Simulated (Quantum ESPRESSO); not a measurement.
Entries from a set of simulations; values are calculated unless marked as measured.

```
! title: MnS (Browneite): energy against a fixed spin moment
! method: PBEsol; plane waves with GBRV 1.5 PBEsol potentials, no spin-orbit coupling (and 1 further level or step)
! program: Quantum ESPRESSO 7.5
! settings of one run: GBRV 1.5 PBEsol, potential files S: s_pbesol_v1.4.uspp.F.UPF, Mn: mn_pbesol_v1.5.uspp.F.UPF, cutoff 544.23 eV, 6×6×6 k-mesh, 19 bands, fermi-dirac occupations, smearing width 0.05 eV, collinear spin, SCF threshold 4.00e-9, starting moments 4.5 0 μB
! cost: 13 runs, 3.4 min in all on 2 MPI ranks of Arm Neoverse N1, shared host (the runs of this entry)
! notes: The run is spin-polarised, with a total moment of 4.88 μB a cell (absolute 4.88). The cell holds one seeded atom, so opposed orders, which may lie lower, cannot form in it. No Hubbard term acts here. In such compounds local and semilocal functionals without one often delocalise the d electrons, and can shrink or lose moments and miss the size, sign and order of the couplings.
! moment of the free run: 4.87 μB a cell
! energy at zero total moment: 1577 meV a cell over the lowest
! ΔE/ΔM² from the lowest point to 5.26 and to 4.61 μB: 4716 and 414 meV/μB²
CELL_PARAMETERS angstrom
0.00000 2.80000 2.80000
2.80000 0.00000 2.80000
2.80000 2.80000 0.00000
ATOMIC_POSITIONS crystal
Mn 0.00000 0.00000 0.00000
S 0.25000 0.25000 0.25000
```

[Logs and program files are shortened in this print: banners, set-up blocks, solver, clock and traceback lines can be left out without a mark of their own.]

[Logs are printed without paths, hosts, clocks, repeated set-up lines and the standing remarks that a program may print on its own settings, such as how far it seeks lower states.]

[Hosts, paths, dates, database ids (printed as entryN), source tags and the programs' standing remarks are cut or masked in the printed files.]

[Where a cell is said to come from a database of computed structures, the database is the Materials Project.]
